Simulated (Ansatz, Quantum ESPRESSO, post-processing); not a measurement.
# Cl-SiC-Cl chair, 1 layer in an electric field, part 2 of 2

Wanted: polarisability and gap of Cl-SiC-Cl chair, 1 layer against a perpendicular field.

Quantum ESPRESSO 7.5; plane-wave DFT, PBE, SG15 norm-conserving pseudopotentials; geometry and cross-check by Ansatz 0.2.0 with PAW datasets.

So far. Step 13 (Bands along a path: field 0.4 V/Å): Along this path the valence top lies at Γ and the conduction bottom at Γ. Step 14 (Density by pp.x): The density integrates to 22.000 electrons, as the 22 of the input ask.

### 16. Charge moved by a field of 0.2 V/Å

This step gave:

| Quantity | Value |
| --- | --- |
| largest charge moved across a plane | 0.001135 e/Å² |
| dipole step | -1.117 eV |

The planar mean oscillates, so the rows of the table below give means over windows of 1.3 Å about each position, cut where the curve ends. Its maxima inside the range that stand out by 2 % of the span (Å: e/Å³): 7.8: 9.6e-4, 9.1: -4.8e-6, 10.4: 6.2e-4, 12.0: 3.9e-4. Its minima: 8.7: -1.9e-4, 9.6: -1.5e-4, 11.0: -6.7e-4, 13.7: -8.8e-4.

Table of planar mean by z; means over each step:

```csv
z (Å),planar mean (e/Å³)
3.25,2.5e-8
4.55,8.8e-7
5.85,2.9e-5
7.15,4.8e-4
8.45,2.3e-4
9.75,7.8e-5
11.05,-2.0e-4
12.35,1.5e-4
13.65,-6.2e-4
14.95,-1.5e-4
16.25,-5.3e-6
17.55,-1.3e-7
18.85,-2.9e-9
```

Running integral, electrons below z against z:

z (Å), running integral, electrons below z (e/Å²) and a bar:
```
      4.0    0.00000 
      4.5    0.00000 
      5.0    0.00000 
      5.5    0.00000 
      6.0    0.00001 
      6.5    0.00004 #
      7.0    0.00015 ####
      7.5    0.00044 ############
      8.0    0.00089 ########################
      8.5    0.00102 ###########################
      9.0    0.00096 ##########################
      9.5    0.00092 #########################
     10.0    0.00090 ########################
     10.5    0.00113 ##############################
     11.0    0.00093 #########################
     11.5    0.00077 #####################
     12.0    0.00093 #########################
     12.5    0.00102 ###########################
     13.0    0.00100 ###########################
     13.5    0.00074 ####################
     14.0    0.00033 #########
     14.5    0.00011 ###
     15.0    0.00003 #
     15.5    0.00001 
     16.0    0.00000 
     16.5    0.00000 
     17.0    0.00000
```

### 17. Polarisability from the dipole between 0 and 0.1 V/A

This step gave:

```
change of slope in the vacuum : 0.10000 eV/Å
polarisability a cell         : 4.128 Å³
sheet polarisability 4πα/A    : 5.581 Å
```

Change of the potential energy, second field less first against z:

z (Å), change of the potential energy, second field less first (eV) and a bar from the least value:
```
        0     -0.390 #######
        1     -0.689 
        2     -0.589 ##
        3     -0.489 ####
        4     -0.389 #######
        5     -0.289 #########
        6     -0.189 ###########
        7     -0.093 #############
        8     -0.032 ###############
        9     -0.021 ###############
       10     -0.005 ###############
       11      0.001 ###############
       12      0.026 ################
       13      0.036 ################
       14      0.068 #################
       15      0.154 ###################
       16      0.253 #####################
       17      0.353 #######################
       18      0.453 ##########################
       19      0.553 ############################
       20      0.653 ##############################
       21      0.545 ############################
```

### 18. Dipole against field

Table of dipole along the normal, dipole moment by applied field:

| applied field (V/Å) | dipole along the normal, dipole moment (e·Å) |
| --- | --- |
| 0.000 | -0.00904 |
| 0.100 | 0.0196 |
| 0.200 | 0.0483 |
| 0.400 | 0.106 |

### 19. Cross-check with Ansatz: field 0.1 V/Å

As a check, the same structure is run in Ansatz.

Level of this step: plane-wave DFT, PBE, Ansatz PAW (Ansatz 0.2.0).

input.yaml reads:

```yaml
crystal:
  lattice:
    - [3.2760218341, 0.0, 0.0]
    - [-1.638010917, 2.8371181317, 0.0]
    - [0.0, 0.0, 21.5333333333]
  atoms:
    - { symbol: Cl, position: [0.6666666667, 0.3333333333, 0.3955254861] }
    - { symbol: C, position: [0.6666666667, 0.3333333333, 0.4807741476] }
    - { symbol: Si, position: [0.3333333333, 0.6666666667, 0.506209546] }
    - { symbol: Cl, position: [0.3333333333, 0.6666666667, 0.6012369503] }
kpoints:
  mp_grid: { grid: [12, 12, 1] }
hamiltonian:
  xc: pbe
scf:
  occupations: { method: fermi_dirac, width: 0.054 }
  convergence: { dr2_threshold: 1.0e-09 }
efield:
  axis: 3
  dipole_correction: true
  ramp_position: 0.97
  ramp_width: 0.04
  amplitude: 0.1
output:
  write_potential: true
  write_density: true
  volumetric_format: npy
```

On the command line:

```console
> ansatz run input.yaml --threads 4 --pin off --max-ram 8192MiB --backend cpu --events-out ev --progress --plain --runs-dir out
```

The job ended after 1.9 s (4 threads of Intel Xeon Platinum 8488C (Sapphire Rapids), shared host; peak memory 0.46 GiB; 6.9 s of CPU time).

This step gave:

```
free energy             : -3046.8093 eV
Fermi energy            : -0.6708 eV
gap by band count       : 2.237 eV
dipole along the normal : 0.02031 e·Å
```

At 0.1 V/Å Ansatz's dipole is 0.0203 e Å against 0.0196 from pw.x.

### 20. The same in Ansatz: field -0.1 V/Å

input.yaml, as its differences from the input of step 19:

```diff
@@ -22,3 +22,3 @@
   ramp_width: 0.04
-  amplitude: 0.1
+  amplitude: -0.1
 output:
```

It took 2 s on 4 threads; peak memory 0.47 GiB; 7.1 s of CPU time.

Read from the output:

- free energy: -3046.8110 eV
- Fermi energy: -0.6666 eV
- gap by band count: 2.231 eV
- dipole along the normal: -0.03715 e·Å

### 21. Dipole against field, Ansatz

Dipole along the normal, dipole moment against applied field:

```
applied field (V/Å)  dipole along the normal, dipole moment (e·Å)
            -0.1000                                       -0.0372
             0.0000                                      -0.00841
             0.1000                                        0.0203
```

### 22. SCF with pw.x, with K_POINTS = [16, 16, 1], mixing_beta = 0.2 and electron_maxstep = 60

How much does a setting matter? One run is repeated with a change.

Level of this step: plane-wave DFT, PBE, SG15 norm-conserving pseudopotentials (Quantum ESPRESSO 7.5).

f1.w0.in reads:

```
&control
  prefix = 'f1.w0'
  outdir = './out'
  pseudo_dir = './pseudo'
  calculation = 'scf'
  tprnfor = .true.
  tefield = .true.
  dipfield = .true.
/
&system
  ibrav = 0
  nat = 4
  ntyp = 3
  ecutwfc = 60
  ecutrho = 240
  occupations = 'smearing'
  smearing = 'fd'
  degauss = 0.004
  edir = 3
  emaxpos = 0.97
  eopreg = 0.04
  eamp = 0.00194469
/
&electrons
  conv_thr = 1e-09
  mixing_beta = 0.2
  electron_maxstep = 60
  mixing_mode = 'plain'
/
ATOMIC_SPECIES
  Cl  35.4500  Cl_ONCV_PBE-1.2.upf
  C   12.0110  C_ONCV_PBE-1.2.upf
  Si  28.0850  Si_ONCV_PBE-1.2.upf
CELL_PARAMETERS angstrom
  3.27602183406676 -0.00000000000000 -0.00000000000000
  -1.63801091703338 2.83711813165431 0.00000000000000
  -0.00000000000000 -0.00000000000000 21.53333333330000
ATOMIC_POSITIONS crystal
  Cl  0.666666666667 0.333333333333 0.395525486064
  C   0.666666666667 0.333333333333 0.480774147586
  Si  0.333333333333 0.666666666667 0.506209546039
  Cl  0.333333333333 0.666666666667 0.601236950311
K_POINTS automatic
  16 16 1 0 0 0
```

On the command line:

```console
> OMP_NUM_THREADS=1 mpirun -n 4 pw.x -nk 4 -in f1.w0.in > f1.w0.out
```

Wall time 1.7 min (4 MPI ranks); peak memory 0.73 GiB.

Beside the run it was changed from:

| quantity | this run | unchanged run | difference |
| --- | --- | --- | --- |
| dipole along the normal (e·Å) | 0.01965 | 0.01963 | 2.1e-5 |
| free energy (eV) | -1084.884 | -1084.884 | 2.0e-5 |
| wall time (s) | 103 | 50 |  |
| SCF iterations | 14 | 8 |  |

The free energy moves by +0.0051 meV an atom.

This run starts from superposed atoms, the unchanged one from a saved density, so their iteration counts don't compare.

The physical values in this table move by up to 0.11 %.

### 23. A check by hand

α = Δp/E = (0.01963 − (-0.00904)) e Å / 0.1 V/Å = 0.2867 e Å²/V; times e/(4πε₀) = 14.40 V Å this is 4.128 Å³. With A = 9.294 Å², 4πα/A = 5.581 Å.

### 24. Outcome

```json
{
  "polarisability along the normal, a cell": "4.13 Å³",
  "sheet polarisability 4πα/A": "5.58 Å",
  "dipole without a field": "-0.009 e·Å",
  "Kohn-Sham ionisation potential, upper face": "5.69 eV",
  "gap along the path at 0 V/Å": "2.26 eV",
  "gap along the path at 0.2 V/Å": "2.26 eV",
  "gap along the path at 0.4 V/Å": "2.26 eV"
}
```

In words: The sheet answers a field with a polarisability of 4.13 Å³ a cell, or 4πα/A = 5.58 Å (PBE, SG15 norm-conserving). In pw.x the dipole follows the field linearly over the range tried. A perfect conductor 5.58 Å thick would screen alike; the outer atoms lie 4.43 Å apart. At 0.1 V/Å the sheet takes 0.558 eV off the potential drop. At 0.2 V/Å the gap along the path is unchanged within 0.01 eV. Quantum ESPRESSO and Ansatz give 4.128 and 4.137 Å³ for the polarisability (pw.x from 0 and 0.1 V/Å, Ansatz from ±0.1 V/Å), which agree. The ions stay at their zero-field places, so this is the electrons' response alone. Semilocal gaps are too small, and in strong fields empty levels can belong to the vacuum.

[Logs are printed without paths, hosts, clocks, repeated set-up lines and the standing remarks that a program may print on its own settings, such as how far it seeks lower states.]

[Hosts, paths, dates, database ids (printed as entryN), source tags and the programs' standing remarks are cut or masked in the printed files.]

[Maps of the electrostatic potential energy from Ansatz leave out the sawtooth potential of an applied field or a dipole correction, so their vacuum need not be flat; planar profiles and work functions include it.]
